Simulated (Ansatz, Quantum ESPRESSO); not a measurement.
# KCl (Sylvite): the LO frequency by hand

Wanted: the LO mode of KCl (Sylvite) from the TO mode and the field response.

Calculated with Quantum ESPRESSO 7.5; DFT PBE, scalar-relativistic, plane waves, PseudoDojo norm-conserving pseudopotentials.

## 1. The relaxed structure

Symmetry: Fm-3m, No. 225, cubic system. The conventional cell has a = 6.380 Å, b = 6.380 Å, c = 6.380 Å, α = 90.00°, β = 90.00°, γ = 90.00°. Nearest to K lie 6 Cl at 3.19 Å. Nearest to Cl lie 6 K at 3.19 Å. Farther neighbours and most contacts between anions are not listed.

Structure file:

```cif
data_structure
_symmetry_space_group_name_H-M 'Fm-3m'
_symmetry_Int_Tables_number 225
_cell_length_a 6.3800
_cell_length_b 6.3800
_cell_length_c 6.3800
_cell_angle_alpha 90.000
_cell_angle_beta 90.000
_cell_angle_gamma 90.000
_cell_volume 259.70
loop_
_atom_site_label
_atom_site_type_symbol
_atom_site_symmetry_multiplicity
_atom_site_Wyckoff_symbol
_atom_site_fract_x
_atom_site_fract_y
_atom_site_fract_z
_atom_site_occupancy
K1 K 4 a 0.00000 0.00000 0.00000 1
Cl1 Cl 4 b 0.00000 0.50000 0.00000 1
```

This is the cell after its relaxation at this level of theory, not the database cell from which that began.

## 2. What the response run gave

A linear-response run on the relaxed cell, with the response to an electric field; only its zone-centre results are used. Cutoff 74 Ry, k mesh 6×6×6.

What it wrote:

```text
[banners, grids, parts of the stress and lines that vanish by symmetry left out]
Program PHONON v.7.5
     Reading xml data from directory:

[...]
Exchange-correlation= PBE
                           (   1   4   3   4   0   0   0)
[...]
(   3 q-points):
[...]
kinetic-energy cut-off    =      74.0000  Ry
     charge density cut-off    =     296.0000  Ry
     convergence threshold     =      1.0E-18
[...]
Exchange-correlation= PBE
                           (   1   4   3   4   0   0   0)
[...]
q = (   0.0000000   0.0000000   0.0000000 )
     49 Sym.Ops. (with q -> -q+G )
     G cutoff = 1089.8664  (  37509 G-vectors)     FFT grid: ( 48, 48, 48)
     number of k points=    16
[...]
Mode symmetry, O_h (m-3m)  point group:
[...]
Dielectric constant
[...]
End of electric fields calculation
          Dielectric constant in cartesian axis
          (       2.284456478      -0.000000000      -0.000000000 )
          (      -0.000000000       2.284456478       0.000000000 )
          (      -0.000000000       0.000000000       2.284456478 )
          Effective charges (d Force / dE) in cartesian axis without acoustic sum rule applied (asr)
           atom    1  K     Mean Z*:        1.12957
      Ex  (        1.12957        0.00000        0.00000 )
      Ey  (       -0.00000        1.12957        0.00000 )
      Ez  (        0.00000        0.00000        1.12957 )
           atom    2  Cl    Mean Z*:       -1.13080
      Ex  (       -1.13080        0.00000        0.00000 )
      Ey  (        0.00000       -1.13080        0.00000 )
      Ez  (        0.00000        0.00000       -1.13080 )
          Effective charges Sum: Mean:       -0.00124
[...]
Effective charges (d Force / dE) in cartesian axis with asr applied:
           atom    1  K     Mean Z*:        1.13018
[...]
atom    2  Cl    Mean Z*:       -1.13018
[...]
Representation #   1 modes #   1   2   3
[...]
End of self-consistent calculation
     Convergence has been achieved
     Representation #   2 modes #   4   5   6
[...]
End of self-consistent calculation
     Convergence has been achieved
[...]
Dielectric constant in cartesian axis
          (       2.284456478      -0.000000000      -0.000000000 )
          (      -0.000000000       2.284456478       0.000000000 )
          (      -0.000000000       0.000000000       2.284456478 )
          Effective charges (d Force / dE) in cartesian axis without acoustic sum rule applied (asr)
           atom    1  K     Mean Z*:        1.12957
[...]
q = (    0.000000000   0.000000000   0.000000000 )
[...]
freq (    1) =      -0.065145 [THz] =      -2.172995 [cm-1]
     freq (    2) =      -0.065145 [THz] =      -2.172995 [cm-1]
     freq (    3) =      -0.065145 [THz] =      -2.172995 [cm-1]
     freq (    4) =       3.763366 [THz] =     125.532361 [cm-1]
     freq (    5) =       3.763366 [THz] =     125.532361 [cm-1]
     freq (    6) =       3.763366 [THz] =     125.532361 [cm-1]
[...]
Mode symmetry, O_h (m-3m)  point group:
     freq (   1-   3) =         -2.2  [cm-1]   --> T_1u G_15  G_4- I
     freq (   4-   6) =        125.5  [cm-1]   --> T_1u G_15  G_4- I
[...]
Mode symmetry, D_3d (-3m)  point group:
[...]
Representation #   1 mode #   1
[...]
End of self-consistent calculation
     Convergence has been achieved
     Representation #   2 modes #   2   3
[...]
End of self-consistent calculation
     Convergence has been achieved
     Representation #   3 mode #   4
[...]
Convergence has been achieved
     Representation #   4 modes #   5   6
[...]
Convergence has been achieved
[...]
q = (    0.500000000  -0.500000000   0.500000000 )
[...]
freq (    1) =       2.748325 [THz] =      91.674270 [cm-1]
     freq (    2) =       2.748325 [THz] =      91.674270 [cm-1]
     freq (    3) =       2.996428 [THz] =      99.950095 [cm-1]
     freq (    4) =       2.996428 [THz] =      99.950095 [cm-1]
     freq (    5) =       4.293816 [THz] =     143.226292 [cm-1]
     freq (    6) =       4.389431 [THz] =     146.415665 [cm-1]
[...]
Mode symmetry, D_3d (-3m)  point group:
     freq (   1-   2) =         91.7  [cm-1]   --> E_u  L_3'
     freq (   3-   4) =        100.0  [cm-1]   --> E_g  L_3
     freq (   5-   5) =        143.2  [cm-1]   --> A_1g L_1
     freq (   6-   6) =        146.4  [cm-1]   --> A_2u L_2'
[...]
Mode symmetry, D_4h(4/mmm) point group:
[...]
Representation #   1 mode #   1
[...]
Convergence has been achieved
     Representation #   2 mode #   2
[...]
Convergence has been achieved
     Representation #   3 modes #   3   4
[...]
End of self-consistent calculation
     Convergence has been achieved
     Representation #   4 modes #   5   6
[...]
End of self-consistent calculation
     Convergence has been achieved
[...]
q = (    0.000000000  -1.000000000   0.000000000 )
[...]
freq (    1) =       1.786354 [THz] =      59.586364 [cm-1]
     freq (    2) =       1.786354 [THz] =      59.586364 [cm-1]
     freq (    3) =       3.208486 [THz] =     107.023558 [cm-1]
     freq (    4) =       3.888335 [THz] =     129.700884 [cm-1]
     freq (    5) =       3.888335 [THz] =     129.700884 [cm-1]
     freq (    6) =       4.079709 [THz] =     136.084441 [cm-1]
[...]
Mode symmetry, D_4h(4/mmm) point group:
     freq (   1-   2) =         59.6  [cm-1]   --> E_u  X_5' M_5'
     freq (   3-   3) =        107.0  [cm-1]   --> A_2u X_4' M_4'
     freq (   4-   5) =        129.7  [cm-1]   --> E_u  X_5' M_5'
     freq (   6-   6) =        136.1  [cm-1]   --> A_2u X_4' M_4'

   JOB DONE.
```

| quantity | value |
| --- | --- |
| cell volume Ω (Å³) | 64.924 |
| mass of K (u) | 39.098 |
| mass of Cl (u) | 35.450 |
| Born charge of K, raw (e) | 1.130 |
| Born charge of Cl, raw (e) | -1.131 |
| ε∞ | 2.284 |
| ω(TO) after the sum rule (cm⁻¹) | 125.5 |

## 3. The calculation

The charges must sum to zero over the cell; taking off their mean, -0.001 e, leaves Z* = 1.130 e on K. In the polar mode K moves against Cl, so the reduced mass is μ = 39.10 × 35.45 / 74.55 = 18.592 u.

A longitudinal wave builds up a field that adds to the restoring force: ω(LO)² = ω(TO)² + 4π Z*² / (μ Ω ε∞), in Hartree atomic units. With μ = 33892 electron masses and Ω = 438.13 bohr³ the second term is 4.7319e-07 Ha², or 22793 cm⁻² (1 Ha = 219474.6 cm⁻¹).

So ω(LO) = √(15763 + 22793) = 196.4 cm⁻¹, and by the Lyddane-Sachs-Teller relation ε₀ = ε∞ (ω(LO)/ω(TO))² = 5.59.

## 4. Check against the program

The analysis program adds the same non-analytic term to the full matrix, here for q along (1 0 0).

What it wrote:

```text
[banner, memory and clock lines left out]
Program DYNMAT v.7.5

     Reading Dynamical Matrix from file x.dyn1
     ...Force constants read
     ...epsilon and Z* read

     Polarizability (A^3 units)
     multiply by 0.700206 for Clausius-Mossotti correction
         6.636130   -0.000000   -0.000000
        -0.000000    6.636130    0.000000
        -0.000000    0.000000    6.636130

     IR activities are in (D/A)^2/amu units

# mode   [cm-1]    [THz]      IR
    1     -0.00   -0.0000    0.0000
    2      0.00    0.0000    0.0000
    3      0.00    0.0000    0.0000
    4    125.55    3.7640    1.5850
    5    125.55    3.7640    1.5850
    6    196.36    5.8866    1.5850
```

ε₀ comes from the program's run without a direction of q.

| quantity | by hand | program |
| --- | --- | --- |
| ω(LO) (cm⁻¹) | 196.4 | 196.4 |
| ε₀ | 5.59 | 5.59 |

## 5. Outcome

| Property | Result |
| --- | --- |
| TO mode | 125.5 cm⁻¹ |
| LO mode | 196.4 cm⁻¹ |
| static dielectric constant | 5.588 |

The LO mode of KCl (Sylvite) lies at 196 cm⁻¹, 71 cm⁻¹ above the TO mode; the formula meets the program within 0.1 cm⁻¹, as it must for a cubic crystal with one polar mode. ω(LO)² − ω(TO)² goes with Z*²/ε∞: an error of 5 % in ε∞ would move the LO mode by 2.8 cm⁻¹, and semilocal functionals tend to overestimate ε∞. These are harmonic values at zero temperature, at the volume of this functional, for the structure held cubic; stability elsewhere in the zone is no part of this calculation.

[Host names and launcher messages were left out of these logs when they were recorded.]

[Logs are printed without paths, hosts, clocks, repeated set-up lines and the standing remarks that a program may print on its own settings, such as how far it seeks lower states.]

[Hosts, paths, dates, database ids (printed as entryN), source tags and the programs' standing remarks are cut or masked in the printed files.]
